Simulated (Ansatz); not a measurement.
# Direct or indirect: KI (Fm-3m)

```cif
data_structure
_symmetry_space_group_name_H-M 'P 1'
_symmetry_Int_Tables_number 1
_cell_length_a 4.9961
_cell_length_b 4.9961
_cell_length_c 4.9961
_cell_angle_alpha 60.000
_cell_angle_beta 60.000
_cell_angle_gamma 60.000
_cell_volume 88.18
loop_
_atom_site_label
_atom_site_type_symbol
_atom_site_fract_x
_atom_site_fract_y
_atom_site_fract_z
_atom_site_occupancy
I1 I 0.50000 0.50000 0.50000 1
K1 K 0.00000 0.00000 0.00000 1
```

Method: Ansatz, PBE, independent particles, without spin-orbit coupling, line width 0.15 eV (Gaussian). The band structure gives a fundamental gap of 3.97 eV. The spectrum of vertical transitions near the edge:

| E (eV) | Im ε, E ∥ xyz |
| --- | --- |
| 3.48 | 0.00 |
| 3.60 | 0.00 |
| 3.72 | 0.00 |
| 3.84 | 0.02 |
| 3.96 | 0.12 |
| 4.08 | 0.29 |
| 4.20 | 0.44 |
| 4.32 | 0.55 |
| 4.44 | 0.64 |
| 4.56 | 0.73 |
| 4.68 | 0.81 |
| 4.80 | 0.90 |
| 4.92 | 0.99 |
| 5.04 | 1.10 |
| 5.16 | 1.27 |

Question: Is the gap direct or indirect, and about where do vertical transitions set in?

Answer: Direct: the band path has its least direct gap at the fundamental one, 3.97 eV, and the curves rise from there. Lines are broadened by 0.15 eV, which spreads the edge.

[Logs are printed without paths, hosts, clocks, repeated set-up lines and the standing remarks that a program may print on its own settings, such as how far it seeks lower states.]
